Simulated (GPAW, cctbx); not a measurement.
## By hand: from a DFT structure factor to an extinction distance in AgAsS3

AgAsS3, Pm-3m (no. 221), a = 4.7994 Å, b = 4.7994 Å, c = 4.7994 Å, α = 90.00°, β = 90.00°, γ = 90.00°.

```csv
atom,mult.,x,y,z
Ag1,1,0,0,0
As1,1,1/2,1/2,1/2
S1,3,0,1/2,1/2
```

The start was made by putting kin elements into a known structure type; the compound need not exist, or be stable, in this form.

A DFT run (GPAW, PBE, 450 eV, 4×4×4 k-points, Fermi–Dirac width 0.05 eV) gives the static X-ray structure factor of 011 as 56.663 e for the conventional cell; superposed free atoms give 57.025 e. **Problem.** Find the Fourier component V of the crystal potential and the two-beam extinction distance at 120 kV in both cases.

## 1. Geometry

The cell volume is Ω = 110.55 Å³ and d(011) = 3.3937 Å, so g = 1/d = 0.2947 Å⁻¹.

## 2. The nuclei

Electrons feel nuclei as well as electrons, so the nuclear charges are summed with the same phases.

Phase sums Σ exp(2πi h·x), turned so that the total is real and positive: Ag +1.000, As +1.000, S -1.000. Then F_Z = 47 × (+1.000) + 33 × (+1.000) + 16 × (-1.000) = 64.00 e. The electron term has the same sign for this reflection.

## 3. Mott–Bethe

Poisson's equation, term by term, gives V = (e/4πε₀)(F_Z − F)/(πΩg²), with e/4πε₀ = 14.3996 V Å.

The prefactor is 14.3996 × 3.3937²/(π × 110.55) = 0.47753 V per electron. Free atoms: (64.00 − 57.025) × 0.47753 = 3.331 V. Crystal: (64.00 − 56.663) × 0.47753 = 3.504 V. F changes by -0.63 % and V by +5.2 %: the same 0.36 e is measured against F_Z − F = 7.0 e in place of F = 57.0 e.

## 4. Extinction distance

In the two-beam case ξ = 1/(λU) with U = 2γm₀eV/h², that is ξ = 150.41 V Å²/(γλV).

At 120 kV, λ = 0.03349 Å and γ = 1.2348. Free atoms: ξ = 1092 Å. Crystal: ξ = 1038 Å. The thickness fringes go as sin²(πt/ξ), so the two patterns slip by a quarter of a period when t|1/ξ₁ − 1/ξ₀| = 1/4, at t ≈ 526 nm. Thermal motion, absorption and many-beam coupling, left out here, change a real pattern.

## 5. Answer

V(011) is 3.50 V against 3.33 V, and ξ is 1038 against 1092 Å. Limits: static atoms, two beams.

[Outputs are excerpts: Python notices, other lines and further rows are left out; steps that failed or that the build refused (PBEsol, TPSS) are not shown.]

[Logs are printed without paths, hosts, clocks, repeated set-up lines and the standing remarks that a program may print on its own settings, such as how far it seeks lower states.]
